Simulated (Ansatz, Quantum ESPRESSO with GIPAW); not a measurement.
# Solid-state NMR of CdS (Greenockite) by GIPAW, part 2 of 2

Aim: the magnetic shielding tensor of every site in CdS (Greenockite) and the field gradients at its nuclei.

Quantum ESPRESSO with GIPAW; PBE.

So far. Step 3 (Shieldings): An axis of order three or more runs through Cd and S, so two principal values coincide and the skew is ±1. In this run the largest span among the lighter atoms is that of S (site symmetry 3m), with principal values 651.3, 651.3 and 684.9 ppm.

### Step 4. Electric field gradients

Level of this step: DFT, PBE, plane-wave PAW, default files, scalar-relativistic, field gradients (Ansatz).

33S has a quadrupole moment, which couples to the field gradient and broadens the lines. The gradient is a property of the ground-state density and needs no response; it is taken from a second code that counts the whole PAW charge. C_Q = eQV_zz/h, with Q = -0.0694 barn for 33S.

This step: DFT, PBE, plane-wave PAW, default files (PAW set soft_2), scalar-relativistic, field gradients (Ansatz 0.2.0), on the same atoms.

input.yaml reads:

```yaml
crystal:
  lattice:
    - [4.15, 0.0, 0.0]
    - [-2.075, 3.5940054257, 0.0]
    - [0.0, 0.0, 6.737]
  atoms:
    - { symbol: Cd, position: [0.66666667, 0.33333333, 0.4990603744] }
    - { symbol: Cd, position: [0.33333333, 0.66666667, -0.0009396256] }
    - { symbol: S, position: [0.66666667, 0.33333333, 0.8759396256] }
    - { symbol: S, position: [0.33333333, 0.66666667, 0.3759396256] }
kpoints:
  mp_grid: { grid: [12, 12, 7] }
scf:
  occupations: { method: fixed }
hamiltonian:
  xc: pbe
  pseudopotentials: { kind: paw, frozen_core: stored }
output:
  forces: false
  stress: false
  efg: { quadrupole_moments_barn: { S: -0.0694 } }
  write_density: true
  write_potential: true
  elf: true
  volumetric_format: npy
```

Launch:

```sh
$ ansatz run input.yaml --threads 4 --pin off --max-ram 8192MiB --backend cpu --events-out ev --progress --plain --runs-dir out
```

The log of the run:

```text
[... set-up, SCF cycles and energies left out ...]
--- PAW observables at the nuclei: V_zz in 10²¹ V/m², potentials from the cell's mean, atoms counted from 1 ---
  atom   1  Cd V_zz =    +0.222242   η = 0.0000   by run symmetry: allowed
  atom   2  Cd V_zz =    +0.222242   η = 0.0000   by run symmetry: allowed
  atom   3  S  V_zz =    -0.049777   η = 0.0000   by run symmetry: allowed   C_q = +0.0835 MHz
  atom   4  S  V_zz =    -0.049777   η = 0.0000   by run symmetry: allowed   C_q = +0.0835 MHz
--- Band table (eV; the first three rows and the last of 76) ---
  k-point 0: bands = ["-94.5371", "-94.5371", "-55.6100", "-55.6099", "-55.6099", "-55.6097", "-55.6097", "-55.6094", "-5.5610", "-5.1371", "-0.9242", "-0.9180", "-0.9180", "-0.8355", "-0.8355", "-0.5132", "-0.5132", "-0.4236", "-0.4236", "-0.0862", "2.4308", "5.9843", "5.9843", "6.6915", "6.7290", "6.7290", "7.9290", "9.5029", "13.1895", "13.1895", "13.5143", "14.2781"]
  k-point 1: bands = ["-94.5371", "-94.5371", "-55.6100", "-55.6098", "-55.6098", "-55.6097", "-55.6097", "-55.6094", "-5.5395", "-5.1571", "-0.9151", "-0.9151", "-0.9102", "-0.8408", "-0.8408", "-0.5076", "-0.5076", "-0.4269", "-0.4269", "-0.1883", "2.6456", "6.0189", "6.0189", "6.2643", "6.6896", "6.6896", "8.3294", "9.5308", "13.2094", "13.2094", "13.3105", "14.1734"]
  k-point 2: bands = ["-94.5371", "-94.5371", "-55.6099", "-55.6098", "-55.6098", "-55.6098", "-55.6098", "-55.6095", "-5.4793", "-5.2139", "-0.9064", "-0.9064", "-0.8629", "-0.8551", "-0.8551", "-0.4928", "-0.4928", "-0.4369", "-0.4369", "-0.4049", "3.1890", "5.5092", "6.1170", "6.1170", "6.5807", "6.5807", "8.9634", "9.5953", "12.9415", "13.2821", "13.2821", "13.6447"]
  k-point 75: bands = ["-94.5371", "-94.5371", "-55.6102", "-55.6102", "-55.6101", "-55.6101", "-55.6096", "-55.6096", "-5.0410", "-5.0410", "-0.7509", "-0.7369", "-0.7369", "-0.6933", "-0.5072", "-0.5072", "-0.4994", "-0.4921", "0.0605", "0.0605", "2.7763", "2.7763", "4.1928", "4.5035", "5.6043", "5.6043", "11.1627", "11.1627", "12.5391", "13.1293", "13.1967", "13.1967"]

[the lines on potentials at the nuclei are left out]
```

Elapsed: 6.6 s, on 4 threads of Arm Neoverse V1, shared host; peak memory 0.47 GiB.

Among nuclei of half-integer spin the second-order effect is largest for 33S on S (spin 3/2, C_Q 0.08 MHz): at 9.4 T it moves the centre of gravity of the MAS line by -0.18 ppm from δ_iso, and by a quarter of that at twice the field, by δ_Q = −(3/40)(C_Q/ν0)²(1 + η²/3)[I(I+1) − 3/4]/[I²(2I−1)²] × 10⁶ ppm with ν0 = 30.8 MHz.

### Step 5. Sites, surroundings and shifts

Covalently bonded atoms count as neighbours within 1.18 times the sum of their radii. Otherwise a cation's neighbours lie within 1.2 times its shortest bond (1.3 for large cations, each anion's radius taken off where they differ), and an anion's are the cations that count it.

```csv
site,atom no.,atoms in cell,surroundings,bonds (Å),σ_iso (ppm),C_Q (MHz),η_Q
Cd,1,2,CdS4,2.536,3019,-,-
S,3,2,bound to Cd4,2.536,662.5,0.08,0.00
```

Simulated spectrum: 113Cd static powder, 16.4 T (155.6 MHz), lines broadened by 3 ppm; the axis counts ppm from the isotropic position of Cd, as −Δσ; rigid lattice, with dipolar and J couplings left out.

offset (ppm), intensity and a bar:
```
     42.6       0.00 
     40.4       0.00 
     38.2       0.00 
     36.0       0.00 
     34.0       0.00 
     31.8       0.01 
     29.6       0.06 ##
     27.6       0.15 #####
     25.4       0.18 #####
     23.2       0.19 ######
     21.2       0.20 ######
     19.0       0.20 ######
     16.8       0.21 ######
     14.6       0.22 #######
     12.5       0.23 #######
     10.3       0.24 #######
      8.1       0.25 ########
      6.1       0.26 ########
      3.9       0.28 ########
      1.7       0.30 #########
     -0.3       0.32 ##########
     -2.5       0.35 ##########
     -4.7       0.39 ############
     -6.9       0.44 #############
     -8.9       0.52 ###############
    -11.1       0.69 #####################
    -13.3       1.00 ##############################
    -13.5       1.00 ##############################
    -15.3       0.51 ###############
    -17.5       0.06 ##
    -19.7       0.02 #
    -21.8       0.01 
    -23.9       0.01 
    -26.1       0.00 
    -28.2       0.00
```

Most prominent maxima (ppm: height): -13.5: 1.00.

Simulated spectrum: 33S static powder, 23.5 T (76.9 MHz), central transition to second order, lines broadened by 3 ppm; the axis counts ppm from the isotropic position of S, as −Δσ; rigid lattice, with dipolar and J couplings and satellite transitions left out.

| offset (ppm) | intensity |
| --- | --- |
| 24.6 | 0.00 |
| 22.7 | 0.00 |
| 20.8 | 0.01 |
| 19.0 | 0.01 |
| 17.2 | 0.02 |
| 15.4 | 0.03 |
| 13.5 | 0.14 |
| 11.8 | 0.66 |
| 10.3 | 1.00 |
| 9.9 | 0.98 |
| 8.0 | 0.70 |
| 6.3 | 0.55 |
| 4.4 | 0.47 |
| 2.6 | 0.41 |
| 0.7 | 0.37 |
| -1.0 | 0.35 |
| -2.9 | 0.32 |
| -4.8 | 0.30 |
| -6.5 | 0.29 |
| -8.4 | 0.27 |
| -10.2 | 0.26 |
| -12.0 | 0.25 |
| -13.8 | 0.24 |
| -15.7 | 0.23 |
| -17.6 | 0.22 |
| -19.3 | 0.21 |
| -21.2 | 0.17 |
| -23.1 | 0.07 |
| -24.8 | 0.01 |
| -26.6 | 0.01 |
| -28.5 | 0.00 |
| -30.2 | 0.00 |
| -32.1 | 0.00 |
| -34.0 | 0.00 |
| -35.7 | 0.00 |

Most prominent maxima (ppm: height): 10.3: 1.00.

### Step 6. Other settings and structures

Each row names what was changed: another functional shows how far the paramagnetic term hangs on the exchange-correlation form.

Changes of σ_iso (ppm) against the run above (PBE, cutoffs 55 and 640 Ry, mesh 12×12×7, 78 min). Times are CPU times of pw.x and gipaw.x together, on 4 MPI ranks of Arm Neoverse V1, shared host; on a shared host they are rough.

| run | CPU time | f-sum miss | Cd | S |
| --- | --- | --- | --- | --- |
| Wu-Cohen | 76 min | 0.0032 | -45.7 | -36.3 |

### Step 7. A run with a fault

For contrast, the same job on a spoilt input.

nmr.in reads:

```
&inputgipaw
  job = 'nmr'
  prefix = 'x'
  tmp_dir = './tmp/'
  restart_mode = 'from_scratch'
  verbosity = 'low'
  q_gipaw = 1.0d-06
  spline_ps = .true.
  conv_threshold = 1.0d-11
  use_nmr_macroscopic_shape = .false.
  pawproj(1) = .true.
  pawproj(2) = .true.
/
```

Launch:

```sh
$ mpirun -np 4 gipaw.x -in nmr.in > nmr.out
```

The log of the run:

```text
[banner, memory and clock lines left out]
[a note of our patched build left out]

     Parallelizing q-star over 1 images

     IMPORTANT: XC functional enforced from input :
     Exchange-correlation= PBE
                           (   1   4   3   4   0   0   0)
     Any further DFT definition will be discarded
     Please, verify this is what you really want

     In Cd.pbe-n-kjpaw_psl.1.0.0-gipaw.UPF the largest augmentation function (projectors 1 and 4, L = 1) is 10.7 times
     as large as its charge; the limit is 4.5
     Functions over the limit replaced by smooth ones with the moment of the charge, as in the saved run: 1

[...]
WARNING: some symmetry operations do not permute x, y and z, so the susceptibility and the shape term are
     wrong: all shieldings move alike (in wurtzite BN nosym gave 13 and 6 ppm more at 3 and 6 points an axis).
     Run pw.x with nosym, and raise the mesh until the susceptibility stays

     alpha_pv=     24.6047 eV

     spline_ps is .false., expect some extrapolation errors

     q-space interpolation up to    66.00 Rydberg

     GIPAW job: nmr
     NMR macroscopic correction: no
[...]
Computing the magnetic susceptibility     isolve=0    ethr=  0.1000E-10
     Starting from scratch
     k-point #    1 of    76      pool #  1    cpu time:       1.7
[...]
```

Elapsed: 12 min, on 4 MPI ranks; peak memory 0.21 GiB.

The run was cut off at the time limit set for it, so what the fault does to the result is not seen. The fault: a field wave vector far too short. The result is a difference divided by q, so numerical noise grows.

### Step 8. Outcome

```
113Cd shielding without shape term : 3019 ppm
33S shielding without shape term   : 662.5 ppm
33S size of C_Q                    : 0.08 MHz
```

What this shows: 113Cd has one site (CdS4), with isotropic shielding 3019 ppm (shape term left out). A shift needs a reference, δ = σ_ref − σ, fixed on measured compounds; for 113Cd of this kind at this level too few were at hand, or they scattered too widely about a line, so none is given. A finer mesh and a higher cutoff were not carried through on these files. The largest change with the functional is 45.7 ppm in absolute shielding; part of that drops out once each functional has its own reference line. The scalar-relativistic files are used with non-relativistic response operators, which weighs most on the heavy atoms' own shieldings. This build of gipaw.x prints that it is not audited and that its numbers are no references by themselves. It also reports spline_ps as false although the input sets it; why was not traced. Without spin-orbit coupling, gradients at and beside the heavy atoms are unsure. pw.x warned of eigenvalues not converged in some cycles of 1 ground-state run, which then met the threshold. 1 further run of this session failed or came with warnings and is not shown (1 ended with a warning from the program).

[Banner, clock, file and message-heading lines were taken out of the pw.x and gipaw.x logs.]

[Logs are printed without paths, hosts, clocks, repeated set-up lines and the standing remarks that a program may print on its own settings, such as how far it seeks lower states.]

[Hosts, paths, dates, database ids (printed as entryN), source tags and the programs' standing remarks are cut or masked in the printed files.]

[Where no reference line passes its bar on scatter, no shift is given, so a measured shift of this compound may stand uncompared.]
